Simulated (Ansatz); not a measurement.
# A hypothetical structure for CaGa2GeSe4

This structure for CaGa2GeSe4 is made up. Its elements were placed in a known structure type with a cell scaled to their sizes. What cell does the guess relax to, and how far off was it?

Method: DFT, PBE, plane-wave PAW, files of the set soft_1, scalar-relativistic, no spin, cell and ions relaxed at zero pressure; PAW set soft_1, in the first sound run; inputs show where later runs differ, in Ansatz 0.2.0.

## (1) The starting structure

Symmetry: I-42m, No. 121, tetragonal system. Conventional cell: a = 8.183 Å, b = 8.183 Å, c = 6.852 Å, α = 90.00°, β = 90.00°, γ = 90.00°. Nearest to Se lie 1 Ge at 2.54 Å and 1 Ca at 2.78 Å. Nearest to Ge lie 4 Se at 2.54 Å. Nearest to Ga lie 4 Se at 3.39 Å and 2 Ga at 3.43 Å. Ca has 4 Se at 2.78 Å nearest. Farther neighbours and most contacts between anions are not listed.

## (2) Relaxing cell and atoms

The guessed cell has no reason to be at equilibrium. It is relaxed with the atoms, within the space group of the guess.

Contents of input.yaml:

```yaml
crystal:
  lattice:
    - [-4.0915, 4.0915, 3.426]
    - [4.0915, -4.0915, 3.426]
    - [4.0915, 4.0915, -3.426]
  atoms:
    - { symbol: Se, position: [0.3984, 0.048, 0.0] }
    - { symbol: Se, position: [0.6016, 0.6016, 0.6496] }
    - { symbol: Se, position: [0.048, 0.3984, 0.0] }
    - { symbol: Se, position: [0.952, 0.952, 0.3504] }
    - { symbol: Ge, position: [0.0, 0.0, 0.0] }
    - { symbol: Ga, position: [0.0, 0.5, 0.5] }
    - { symbol: Ga, position: [0.5, 0.0, 0.5] }
    - { symbol: Ca, position: [0.5, 0.5, 0.0] }
kpoints:
  mp_grid: { grid: [5, 5, 5] }
scf:
  occupations: { method: fermi_dirac, width: 0.05 }
hamiltonian:
  xc: pbe
  pseudopotentials: { kind: paw, azcp: { folder: soft_1 } }
relax:
  f_tol: 0.015
  max_steps: 70
  cell: {}
output:
  forces: true
  stress: true
```

Run with:

```console
> ansatz run input.yaml --threads 4 --pin off --max-ram 10240MiB --backend cpu --events-out ev --progress --plain --runs-dir out
```

Numbers of over 12 decimals in the logs are rounded to 6 here.

Log:

```text
Engine: ansatz 0.2.0, aarch64-unknown-linux-gnu
Pseudopotentials: kind: paw
Pseudopotential: Se, paw, valence charge 16, recommended cutoff 420 eV (normal), soft_1/Se.paw.azcp
Pseudopotential: Ge, paw, valence charge 14, recommended cutoff 420 eV (normal), soft_1/Ge.paw.azcp
Pseudopotential: Ga, paw, valence charge 13, recommended cutoff 420 eV (normal), soft_1/Ga.paw.azcp
Pseudopotential: Ca, paw, valence charge 10, recommended cutoff 420 eV (normal), soft_1/Ca.paw.azcp
Functional definition: PBE
  parameter kappa = 0.804
  parameter beta = 0.066725
  exchange = pbe_x(kappa = kappa, mu = beta*pi^2/3)
  correlation = pbe_c(beta = beta)
Crystal: 8 atoms, lattice volume = 229.410 Å³
Basis set: ecut = 420 eV, 4535 PW (Γ), exchange–correlation on 90×90×90 points (8 copies of the dense FFT grid, shifted against one another)
Bands: 69, of which v1, the nominal top of the filled ones, is band 57 counted from 1 (56 counted from 0)
Symmetry: 8 space group operations
Space group: I-42m (ITA 121), of the structure as read, at distance tolerance 6.1e-5 Å
k-points: 18 of 125 (time reversal used)
Non-local potential: Se, projectors of the file, l = 0: 2, l = 1: 2, l = 2: 3, l = 3: 1
Non-local potential: Ge, projectors of the file, l = 0: 2, l = 1: 2, l = 2: 3, l = 3: 1
Non-local potential: Ga, projectors of the file, l = 0: 2, l = 1: 2, l = 2: 3, l = 3: 1
Non-local potential: Ca, projectors of the file, l = 0: 3, l = 1: 2, l = 2: 2
PAW form: soft (Blöchl's): semilocal exchange-correlation on the pseudo side does not see the compensation charge
PAW one-centre angular grid: Se, 590 points (default); XC on 64 Gauss nodes
PAW one-centre angular grid: Ge, 590 points (default); XC on 64 Gauss nodes
PAW one-centre angular grid: Ga, 590 points (default); XC on 64 Gauss nodes
PAW one-centre angular grid: Ca, 110 points (default); XC on 64 Gauss nodes
Initial density: superposition of atomic densities (chi_scale 0.1, normalization cell, long waves kept (reshape's long-wave potential 0.01 eV rms))
Initial wavefunctions: pseudopotential atomic-orbital guess
Functional: x = pbe(κ = 0.804, μ = 0.219515), c = pbe(β = 0.066725)
SCF iter   1: F=—  HF=-35562.834022 eV  |F-HF|=—  |Δ(HF+E_count)|=         —  Δρ=5.94e-2  dr2=1.97e1  ethr=3.10e-3  ⟨swp⟩=8.0  Hψ=5178  notcnv=0  defer=1
preconditioner: auto → Resta (q_TF=auto, 2.428 Å⁻¹)  ε∞=3.7  [insulator: Δε(μ)=0.439 eV  Ē_g=11.266 eV  σ=0.050 eV  W_gap=0.97  n_scr=62 (ndim 8)  ℏωp=18.3 eV  f_vac=0.000  D(μ)=0.03/eV (n_scr^D=0)  ε∞_Penn≈3.7]
SCF iter   2: F=—  HF=-35558.757693 eV  |F-HF|=—  |Δ(HF+E_count)|=    4.08e0  Δρ=1.80e-2  dr2=5.82e-1  ethr=3.10e-3  ⟨swp⟩=4.3  Hψ=2540  notcnv=0  defer=56
SCF iter   3: F=—  HF=-35558.581310 eV  |F-HF|=—  |Δ(HF+E_count)|=   1.76e-1  Δρ=9.79e-3  dr2=1.88e-1  ethr=5.11e-4  ⟨swp⟩=3.4  Hψ=2484  notcnv=0  defer=57
SCF iter   4: F=—  HF=-35558.556326 eV  |F-HF|=—  |Δ(HF+E_count)|=   2.50e-2  Δρ=2.50e-3  dr2=1.41e-2  ethr=1.65e-4  ⟨swp⟩=3.2  Hψ=1993  notcnv=0  defer=58
SCF iter   5: F=—  HF=-35558.556046 eV  |F-HF|=—  |Δ(HF+E_count)|=   2.80e-4  Δρ=8.44e-4  dr2=2.11e-3  ethr=1.23e-5  ⟨swp⟩=2.1  Hψ=2475  notcnv=0  defer=59
SCF iter   6: F=—  HF=-35558.557382 eV  |F-HF|=—  |Δ(HF+E_count)|=   1.34e-3  Δρ=4.67e-4  dr2=3.55e-4  ethr=1.85e-6  ⟨swp⟩=2.0  Hψ=1831  notcnv=0  defer=59
SCF iter   7: F=—  HF=-35558.557303 eV  |F-HF|=—  |Δ(HF+E_count)|=   7.92e-5  Δρ=1.40e-4  dr2=5.44e-5  ethr=3.12e-7  ⟨swp⟩=2.0  Hψ=2209  notcnv=0  defer=59
SCF iter   8: F=—  HF=-35558.557298 eV  |F-HF|=—  |Δ(HF+E_count)|=   4.79e-6  Δρ=3.75e-5  dr2=4.84e-6  ethr=4.77e-8  ⟨swp⟩=2.0  Hψ=1841  notcnv=0  defer=59
SCF iter   9: F=—  HF=-35558.557303 eV  |F-HF|=—  |Δ(HF+E_count)|=   4.54e-6  Δρ=2.03e-5  dr2=1.14e-6  ethr=4.25e-9  ⟨swp⟩=2.0  Hψ=1832  notcnv=0  defer=59
SCF iter  10: F=-35558.557302 eV  HF=-35558.557302 eV  |F-HF|=7.65e-8  |Δ(HF+E_count)|=   8.10e-7  Δρ=4.94e-6  dr2=6.07e-8  ethr=8.77e-11  ⟨swp⟩=3.0  Hψ=4790  notcnv=0
SCF 1 converged in 10 iterations: F = -35558.557302 eV  dr2 = 6.07e-8
  greatest PAW one-centre occupation: 1.000 electrons in one spin orbital (limit 2), on the Se atom at site 2 (counted from 0), in its partial waves of l = 2
relax step   1: F+E_penalty+E_count = -35558.55730221 eV  Δ(F+E_penalty+E_count) = +0.000e0 eV  max|allowed force component| = 9.308e-1 eV/Å  Δτ_max = 0.0000 Å  P = -2.580 GPa  Ω = 229.410 Å³  (10 SCF iters, dr2 threshold 1.00e-7 eV, accepted)
Crystal: 8 atoms, lattice volume = 217.879 Å³
Basis set: ecut = 420 eV, 4247 PW (Γ), exchange–correlation on 90×90×90 points (8 copies of the dense FFT grid, shifted against one another)
Initial density: handed on by an earlier stage of this run
Initial wavefunctions: those handed on with the density
iter 1 solved again at ethr=2.45e-4 eV; its pass at ethr=3.10e-3 eV (dr2=2.79e-1 eV) is discarded
SCF iter   1: F=—  HF=-35559.136210 eV  |F-HF|=—  |Δ(HF+E_count)|=         —  Δρ=1.39e-2  dr2=2.81e-1  ethr=2.45e-4  ⟨swp⟩=2.6  Hψ=5911  notcnv=0
preconditioner: auto → Resta (q_TF=auto, 2.449 Å⁻¹)  ε∞=3.5  [insulator: Δε(μ)=0.697 eV  Ē_g=11.961 eV  σ=0.050 eV  W_gap=1.00  n_scr=54 (ndim 8)  ℏωp=18.8 eV  f_vac=0.001  D(μ)=0.00/eV (n_scr^D=0)  ε∞_Penn≈3.5]
SCF iter   2: F=—  HF=-35559.057940 eV  |F-HF|=—  |Δ(HF+E_count)|=   7.83e-2  Δρ=6.27e-3  dr2=6.30e-2  ethr=2.45e-4  ⟨swp⟩=3.5  Hψ=1777  notcnv=0
SCF iter   3: F=—  HF=-35559.045885 eV  |F-HF|=—  |Δ(HF+E_count)|=   1.21e-2  Δρ=1.40e-3  dr2=2.92e-3  ethr=5.53e-5  ⟨swp⟩=3.5  Hψ=2658  notcnv=0  defer=4
SCF iter   4: F=—  HF=-35559.047068 eV  |F-HF|=—  |Δ(HF+E_count)|=   1.18e-3  Δρ=6.41e-4  dr2=6.68e-4  ethr=2.56e-6  ⟨swp⟩=2.0  Hψ=2347  notcnv=0  defer=5
SCF iter   5: F=—  HF=-35559.046681 eV  |F-HF|=—  |Δ(HF+E_count)|=   3.87e-4  Δρ=1.17e-4  dr2=3.30e-5  ethr=5.86e-7  ⟨swp⟩=2.0  Hψ=2254  notcnv=0  defer=5
SCF iter   6: F=—  HF=-35559.046670 eV  |F-HF|=—  |Δ(HF+E_count)|=   1.03e-5  Δρ=6.69e-5  dr2=8.04e-6  ethr=2.89e-8  ⟨swp⟩=2.0  Hψ=2254  notcnv=0  defer=5
SCF iter   7: F=—  HF=-35559.046671 eV  |F-HF|=—  |Δ(HF+E_count)|=   3.59e-7  Δρ=2.36e-5  dr2=8.95e-7  ethr=7.05e-9  ⟨swp⟩=2.0  Hψ=2254  notcnv=0  defer=5
SCF iter   8: F=-35559.046671 eV  HF=-35559.046671 eV  |F-HF|=1.32e-7  |Δ(HF+E_count)|=   8.84e-7  Δρ=8.22e-6  dr2=1.53e-7  ethr=7.02e-10  ⟨swp⟩=4.0  Hψ=4392  notcnv=0
SCF 2 converged in 8 iterations: F = -35559.046671 eV  dr2 = 1.53e-7
  greatest PAW one-centre occupation: 1.000 electrons in one spin orbital (limit 2), on the Se atom at site 3 (counted from 0), in its partial waves of l = 2
relax step   2: F+E_penalty+E_count = -35559.04667131 eV  Δ(F+E_penalty+E_count) = -4.894e-1 eV  max|allowed force component| = 1.461e-1 eV/Å  Δτ_max = 0.1979 Å  P = -0.974 GPa  Ω = 217.879 Å³  energy of the carried Pulay correction = +1.015e-3 eV  (8 SCF iters, dr2 threshold 8.00e-7 eV, accepted)
Crystal: 8 atoms, lattice volume = 209.356 Å³
Basis set: ecut = 420 eV, 4071 PW (Γ), exchange–correlation on 90×90×90 points (8 copies of the dense FFT grid, shifted against one another)
iter 1 solved again at ethr=1.57e-5 eV; its pass at ethr=3.10e-3 eV (dr2=1.79e-2 eV) is discarded
SCF iter   1: F=—  HF=-35559.167311 eV  |F-HF|=—  |Δ(HF+E_count)|=         —  Δρ=2.45e-3  dr2=1.81e-2  ethr=1.57e-5  ⟨swp⟩=2.3  Hψ=6850  notcnv=0
preconditioner: auto → Resta (q_TF=auto, 2.465 Å⁻¹)  ε∞=3.6  [insulator: Δε(μ)=0.550 eV  Ē_g=11.917 eV  σ=0.050 eV  W_gap=0.99  n_scr=54 (ndim 8)  ℏωp=19.2 eV  f_vac=0.000  D(μ)=0.01/eV (n_scr^D=0)  ε∞_Penn≈3.6]
SCF iter   2: F=—  HF=-35559.163471 eV  |F-HF|=—  |Δ(HF+E_count)|=   3.84e-3  Δρ=1.29e-3  dr2=4.41e-3  ethr=1.57e-5  ⟨swp⟩=2.1  Hψ=1614  notcnv=0
SCF iter   3: F=—  HF=-35559.162981 eV  |F-HF|=—  |Δ(HF+E_count)|=   4.90e-4  Δρ=3.33e-4  dr2=2.57e-4  ethr=3.87e-6  ⟨swp⟩=2.0  Hψ=1818  notcnv=0
SCF iter   4: F=—  HF=-35559.162908 eV  |F-HF|=—  |Δ(HF+E_count)|=   7.27e-5  Δρ=1.85e-4  dr2=7.11e-5  ethr=2.26e-7  ⟨swp⟩=2.0  Hψ=2268  notcnv=0
SCF iter   5: F=—  HF=-35559.162911 eV  |F-HF|=—  |Δ(HF+E_count)|=   3.07e-6  Δρ=5.07e-5  dr2=7.54e-6  ethr=6.24e-8  ⟨swp⟩=2.0  Hψ=2258  notcnv=0
SCF iter   6: F=—  HF=-35559.162916 eV  |F-HF|=—  |Δ(HF+E_count)|=   5.38e-6  Δρ=2.03e-5  dr2=8.01e-7  ethr=6.62e-9  ⟨swp⟩=2.0  Hψ=2258  notcnv=0
SCF iter   7: F=-35559.162916 eV  HF=-35559.162916 eV  |F-HF|=9.91e-8  |Δ(HF+E_count)|=   1.67e-7  Δρ=7.25e-6  dr2=1.02e-7  ethr=7.02e-10  ⟨swp⟩=5.0  Hψ=4709  notcnv=0
SCF 3 converged in 7 iterations: F = -35559.162916 eV  dr2 = 1.02e-7
relax step   3: F+E_penalty+E_count = -35559.16291636 eV  Δ(F+E_penalty+E_count) = -1.162e-1 eV  max|allowed force component| = 1.416e-1 eV/Å  Δτ_max = 0.0114 Å  P = +0.211 GPa  Ω = 209.356 Å³  energy of the carried Pulay correction = +1.800e-3 eV  (7 SCF iters, dr2 threshold 8.00e-7 eV, accepted)
Crystal: 8 atoms, lattice volume = 200.265 Å³
Basis set: ecut = 420 eV, 3939 PW (Γ), exchange–correlation on 90×90×90 points (8 copies of the dense FFT grid, shifted against one another)
iter 1 solved again at ethr=4.05e-5 eV; its pass at ethr=3.10e-3 eV (dr2=4.62e-2 eV) is discarded
SCF iter   1: F=—  HF=-35559.215038 eV  |F-HF|=—  |Δ(HF+E_count)|=         —  Δρ=4.84e-3  dr2=4.61e-2  ethr=4.05e-5  ⟨swp⟩=2.5  Hψ=6906  notcnv=0
preconditioner: auto → Resta (q_TF=auto, 2.484 Å⁻¹)  ε∞=3.7  [insulator: Δε(μ)=0.243 eV  Ē_g=11.930 eV  σ=0.050 eV  W_gap=0.84  n_scr=54 (ndim 8)  ℏωp=19.6 eV  f_vac=0.000  D(μ)=0.10/eV (n_scr^D=0)  ε∞_Penn≈3.7]
SCF iter   2: F=—  HF=-35559.204518 eV  |F-HF|=—  |Δ(HF+E_count)|=   1.05e-2  Δρ=2.38e-3  dr2=1.03e-2  ethr=4.05e-5  ⟨swp⟩=2.8  Hψ=1645  notcnv=0
SCF iter   3: F=—  HF=-35559.202905 eV  |F-HF|=—  |Δ(HF+E_count)|=   1.61e-3  Δρ=5.49e-4  dr2=4.83e-4  ethr=9.07e-6  ⟨swp⟩=2.4  Hψ=2491  notcnv=0
SCF iter   4: F=—  HF=-35559.202828 eV  |F-HF|=—  |Δ(HF+E_count)|=   7.64e-5  Δρ=3.04e-4  dr2=1.45e-4  ethr=4.24e-7  ⟨swp⟩=2.0  Hψ=2268  notcnv=0
SCF iter   5: F=—  HF=-35559.202863 eV  |F-HF|=—  |Δ(HF+E_count)|=   3.48e-5  Δρ=1.18e-4  dr2=2.62e-5  ethr=1.27e-7  ⟨swp⟩=2.0  Hψ=1746  notcnv=0
SCF iter   6: F=—  HF=-35559.202847 eV  |F-HF|=—  |Δ(HF+E_count)|=   1.66e-5  Δρ=3.59e-5  dr2=3.26e-6  ethr=2.30e-8  ⟨swp⟩=3.0  Hψ=2446  notcnv=0
SCF iter   7: F=-35559.202849 eV  HF=-35559.202848 eV  |F-HF|=2.01e-7  |Δ(HF+E_count)|=   1.63e-6  Δρ=1.29e-5  dr2=3.68e-7  ethr=7.02e-10  ⟨swp⟩=5.4  Hψ=5376  notcnv=0
SCF 4 converged in 7 iterations: F = -35559.202849 eV  dr2 = 3.68e-7
  greatest PAW one-centre occupation: 1.000 electrons in one spin orbital (limit 2), on the Se atom at site 0 (counted from 0), in its partial waves of l = 2
relax step   4: F+E_penalty+E_count = -35559.20284851 eV  Δ(F+E_penalty+E_count) = -3.993e-2 eV  max|allowed force component| = 9.984e-2 eV/Å  Δτ_max = 0.0671 Å  P = +0.452 GPa  Ω = 200.265 Å³  energy of the carried Pulay correction = +2.671e-3 eV  (7 SCF iters, dr2 threshold 8.00e-7 eV, accepted)
Crystal: 8 atoms, lattice volume = 203.359 Å³
Basis set: ecut = 420 eV, 3965 PW (Γ), exchange–correlation on 90×90×90 points (8 copies of the dense FFT grid, shifted against one another)
iter 1 solved again at ethr=6.71e-6 eV; its pass at ethr=3.10e-3 eV (dr2=7.65e-3 eV) is discarded
SCF iter   1: F=—  HF=-35559.213565 eV  |F-HF|=—  |Δ(HF+E_count)|=         —  Δρ=1.65e-3  dr2=7.85e-3  ethr=6.71e-6  ⟨swp⟩=3.1  Hψ=5892  notcnv=0
preconditioner: auto → Resta (q_TF=auto, 2.477 Å⁻¹)  ε∞=3.7  [insulator: Δε(μ)=0.334 eV  Ē_g=11.907 eV  σ=0.050 eV  W_gap=0.93  n_scr=54 (ndim 8)  ℏωp=19.5 eV  f_vac=0.000  D(μ)=0.04/eV (n_scr^D=0)  ε∞_Penn≈3.7]
SCF iter   2: F=—  HF=-35559.211436 eV  |F-HF|=—  |Δ(HF+E_count)|=   2.13e-3  Δρ=7.94e-4  dr2=1.95e-3  ethr=6.71e-6  ⟨swp⟩=3.0  Hψ=1656  notcnv=0
SCF iter   3: F=—  HF=-35559.210950 eV  |F-HF|=—  |Δ(HF+E_count)|=   4.86e-4  Δρ=2.04e-4  dr2=5.53e-5  ethr=1.71e-6  ⟨swp⟩=2.4  Hψ=2257  notcnv=0
SCF iter   4: F=—  HF=-35559.210892 eV  |F-HF|=—  |Δ(HF+E_count)|=   5.81e-5  Δρ=7.85e-5  dr2=1.22e-5  ethr=4.85e-8  ⟨swp⟩=2.1  Hψ=2294  notcnv=0
SCF iter   5: F=—  HF=-35559.210891 eV  |F-HF|=—  |Δ(HF+E_count)|=   1.52e-6  Δρ=2.18e-5  dr2=1.33e-6  ethr=1.07e-8  ⟨swp⟩=2.0  Hψ=2268  notcnv=0
SCF iter   6: F=-35559.210891 eV  HF=-35559.210891 eV  |F-HF|=8.94e-8  |Δ(HF+E_count)|=   6.35e-8  Δρ=7.66e-6  dr2=1.37e-7  ethr=5.46e-10  ⟨swp⟩=5.2  Hψ=5423  notcnv=0
SCF 5 converged in 6 iterations: F = -35559.210891 eV  dr2 = 1.37e-7
relax step   5: F+E_penalty+E_count = -35559.21089069 eV  Δ(F+E_penalty+E_count) = -8.042e-3 eV  max|allowed force component| = 1.596e-2 eV/Å  Δτ_max = 0.0194 Å  P = -0.013 GPa  Ω = 203.359 Å³  energy of the carried Pulay correction = +2.371e-3 eV  (6 SCF iters, dr2 threshold 6.23e-7 eV, accepted)
Crystal: 8 atoms, lattice volume = 203.650 Å³
Basis set: ecut = 420 eV, 3981 PW (Γ), exchange–correlation on 90×90×90 points (8 copies of the dense FFT grid, shifted against one another)
iter 1 solved again at ethr=8.95e-8 eV; its pass at ethr=3.10e-3 eV (dr2=1.02e-4 eV) is discarded
SCF iter   1: F=—  HF=-35559.211240 eV  |F-HF|=—  |Δ(HF+E_count)|=         —  Δρ=2.33e-4  dr2=1.09e-4  ethr=8.95e-8  ⟨swp⟩=3.5  Hψ=6123  notcnv=0
preconditioner: auto → Resta (q_TF=auto, 2.477 Å⁻¹)  ε∞=3.7  [insulator: Δε(μ)=0.338 eV  Ē_g=11.884 eV  σ=0.050 eV  W_gap=0.93  n_scr=54 (ndim 8)  ℏωp=19.5 eV  f_vac=0.000  D(μ)=0.04/eV (n_scr^D=0)  ε∞_Penn≈3.7]
SCF iter   2: F=—  HF=-35559.211222 eV  |F-HF|=—  |Δ(HF+E_count)|=   1.77e-5  Δρ=1.22e-4  dr2=2.93e-5  ethr=8.95e-8  ⟨swp⟩=2.0  Hψ=1403  notcnv=0
SCF iter   3: F=—  HF=-35559.211218 eV  |F-HF|=—  |Δ(HF+E_count)|=   4.21e-6  Δρ=2.68e-5  dr2=1.29e-6  ethr=2.57e-8  ⟨swp⟩=2.0  Hψ=2268  notcnv=0
SCF iter   4: F=—  HF=-35559.211163 eV  |F-HF|=—  |Δ(HF+E_count)|=   5.54e-5  Δρ=1.48e-5  dr2=4.10e-7  ethr=1.13e-9  ⟨swp⟩=2.0  Hψ=2271  notcnv=0
SCF iter   5: F=—  HF=-35559.211163 eV  |F-HF|=—  |Δ(HF+E_count)|=   1.07e-7  Δρ=5.43e-6  dr2=5.34e-8  ethr=3.59e-10  ⟨swp⟩=2.0  Hψ=1746  notcnv=0
SCF iter   6: F=-35559.211163 eV  HF=-35559.211163 eV  |F-HF|=4.43e-9  |Δ(HF+E_count)|=   3.52e-8  Δρ=2.06e-6  dr2=8.55e-9  ethr=2.38e-11  ⟨swp⟩=5.0  Hψ=5419  notcnv=0
SCF 6 converged in 6 iterations: F = -35559.211163 eV  dr2 = 8.55e-9
  greatest PAW one-centre occupation: 1.000 electrons in one spin orbital (limit 2), on the Se atom at site 1 (counted from 0), in its partial waves of l = 2
relax step   6: F+E_penalty+E_count = -35559.21116280 eV  Δ(F+E_penalty+E_count) = -2.721e-4 eV  max|allowed force component| = 2.205e-3 eV/Å  Δτ_max = 0.0028 Å  P = -0.000 GPa  Ω = 203.650 Å³  energy of the carried Pulay correction = +2.343e-3 eV  (6 SCF iters, dr2 threshold 2.72e-8 eV, accepted)
Initial wavefunctions: pseudopotential atomic-orbital guess (no wavefunctions were taken with the density)
iter 1 solved again at ethr=2.42e-7 eV; its pass at ethr=3.10e-3 eV (dr2=2.75e-4 eV) is discarded
SCF iter   1: F=—  HF=-35559.202500 eV  |F-HF|=—  |Δ(HF+E_count)|=         —  Δρ=4.58e-4  dr2=1.60e-5  ethr=2.42e-7  ⟨swp⟩=3.1  Hψ=8178  notcnv=0
preconditioner: auto → Resta (q_TF=auto, 2.477 Å⁻¹)  ε∞=3.7  [insulator: Δε(μ)=0.339 eV  Ē_g=11.886 eV  σ=0.050 eV  W_gap=0.93  n_scr=54 (ndim 8)  ℏωp=19.5 eV  f_vac=0.000  D(μ)=0.04/eV (n_scr^D=0)  ε∞_Penn≈3.7]
SCF iter   2: F=—  HF=-35559.207332 eV  |F-HF|=—  |Δ(HF+E_count)|=   4.83e-3  Δρ=2.40e-4  dr2=7.67e-6  ethr=1.40e-8  ⟨swp⟩=2.0  Hψ=1894  notcnv=0
SCF iter   3: F=—  HF=-35559.208950 eV  |F-HF|=—  |Δ(HF+E_count)|=   1.62e-3  Δρ=4.42e-5  dr2=1.46e-7  ethr=6.73e-9  ⟨swp⟩=2.0  Hψ=1746  notcnv=0
SCF iter   4: F=—  HF=-35559.209008 eV  |F-HF|=—  |Δ(HF+E_count)|=   5.84e-5  Δρ=5.21e-6  dr2=2.78e-8  ethr=1.28e-10  ⟨swp⟩=2.2  Hψ=2266  notcnv=0
SCF iter   5: F=—  HF=-35559.209008 eV  |F-HF|=—  |Δ(HF+E_count)|=   4.11e-7  Δρ=1.87e-6  dr2=4.69e-9  ethr=2.44e-11  ⟨swp⟩=2.0  Hψ=2265  notcnv=0
SCF iter   6: F=—  HF=-35559.209008 eV  |F-HF|=—  |Δ(HF+E_count)|=   1.30e-8  Δρ=1.30e-6  dr2=9.53e-10  ethr=4.11e-12  ⟨swp⟩=2.0  Hψ=1890  notcnv=0
SCF iter   7: F=—  HF=-35559.209008 eV  |F-HF|=—  |Δ(HF+E_count)|=   3.77e-8  Δρ=4.85e-7  dr2=1.73e-10  ethr=1.00e-12  ⟨swp⟩=2.0  Hψ=1888  notcnv=0
SCF iter   8: F=-35559.209008 eV  HF=-35559.209008 eV  |F-HF|=2.18e-11  |Δ(HF+E_count)|=   5.89e-9  Δρ=8.82e-8  dr2=2.29e-11  ethr=1.00e-12  ⟨swp⟩=4.0  Hψ=4031  notcnv=0
SCF 7 converged in 8 iterations: F = -35559.209008 eV  dr2 = 2.29e-11
relax step   7: F+E_penalty+E_count = -35559.20900841 eV  Δ(F+E_penalty+E_count) = +2.154e-3 eV  max|allowed force component| = 2.074e-3 eV/Å  Δτ_max = 0.0000 Å  P = -0.003 GPa  Ω = 203.650 Å³  stress off target by 8.06e-3 GPa  SCF on the basis re-selected at this cell (its energy is not comparable with the rows above)  (8 SCF iters)
basis re-selected at this cell: Δ(F+E_penalty+E_count) = +2.154e-3 eV, ΔP = -0.003 GPa vs the last step (what re-selecting the basis moved, of the pressure what is left beyond the Pulay correction that the steps carried, after the strain that the cell walked since its last selection, with what the two solves' SCF thresholds leave and, on support functions, any second-order correction that the steps lacked; it is no m [...]
SCF converged after 8 iterations
Free energy (F): -35559.209008 eV
Harris-Foulkes:  -35559.209008 eV  (|F-HF|=2.18e-11)
Internal energy: -35559.208518 eV  (E = F + TS)
E sigma→0 (E₀):  -35559.208763 eV
Entropy (-TS):   -0.000490 eV (-0.061 meV/atom)
Fermi energy:    7.697893 eV
--- Per-component energies (eV) ---
  E_band       = -2019.695257
  E_kinetic    = 1005.690747
  E_local      = -16887.297319  (includes V_loc(G=0)·N_el)
  E_nonlocal   = -1313.472187
  E_hartree    = 8876.661557
  E_xc         = -667.573879
  E_vxc        = -697.310095  (∫ρ·V_xc dr)
  E_paw        = -15354.810886  (= ΣΔE_a)
  E_vpaw       = -1880.627872  (= ΣTr[D̂ρ^β])
  E_aug_tail   = -0.001829  (compensation charges beyond the density's cutoff)
  E_ewald      = -11218.404723
  E_smearing   = -0.000490  (= −TS)
  E_closure    = -0.000000  (closes the sum)
  Σ components = -35559.209008   (vs F -35559.209008, Δ=0.00e0)
--- Forces (eV/Å), atoms counted from 1 ---
  atom   1  Se     0.00207390    -0.00207390     0.00150143
  atom   2  Se     0.00207390     0.00207390    -0.00150143
  atom   3  Se    -0.00207390     0.00207390     0.00150143
  atom   4  Se    -0.00207390    -0.00207390    -0.00150143
  atom   5  Ge     0.00000000     0.00000000     0.00000000
  atom   6  Ga     0.00000000     0.00000000     0.00000000
  atom   7  Ga     0.00000000     0.00000000     0.00000000
  atom   8  Ca     0.00000000     0.00000000    -0.00000000
  max |Σ_I F_I| component: 2.15e-17 eV/Å
--- Stress (GPa, compression-positive) ---
       -0.008060       0.000000      -0.000000
        0.000000      -0.008060       0.000000
        0.000000       0.000000       0.007620
  P = ⅓ Tr σ = -0.0028 GPa (-0.028 kbar)
--- Relaxed structure (6 steps of the walk, 6 accepted, 1 SCFs on fresh bases) ---
  F+E_penalty+E_count = -35559.20900841 eV   max|allowed force component| = 2.074e-3 eV/Å   (the final SCF, on the basis selected at the relaxed cell)
  cell:  # Å, volume = 203.6505 Å³
    - [-3.764967, 3.764967, 3.591725]
    - [3.764967, -3.764967, 3.591725]
    - [3.764967, 3.764967, -3.591725]
  atoms:
    - { symbol: Se, position: [0.380176, 0.013606, -2.7755575615628914e-17] }
    - { symbol: Se, position: [0.619824, 0.619824, 0.633429] }
    - { symbol: Se, position: [0.013606, 0.380176, 2.7755575615628914e-17] }
    - { symbol: Se, position: [0.986394, 0.986394, 0.366571] }
    - { symbol: Ge, position: [0, 2.238352950822067e-19, 0] }
    - { symbol: Ga, position: [5.253532668184921e-19, 0.500000, 0.500000] }
    - { symbol: Ga, position: [0.5, 2.238352950822111e-19, 0.5] }
    - { symbol: Ca, position: [0.500000, 0.500000, 3.4065929479551225e-19] }
```

Run time: 40 s. Hardware: 4 threads of Arm Neoverse V2, shared host; peak memory 0.77 GiB; 2.6 min of CPU time.

(Continued in part 2 of 2.)

[Logs are printed without paths, hosts, clocks, repeated set-up lines and the standing remarks that a program may print on its own settings, such as how far it seeks lower states.]

[Hosts, paths, dates, database ids (printed as entryN), source tags and the programs' standing remarks are cut or masked in the printed files.]
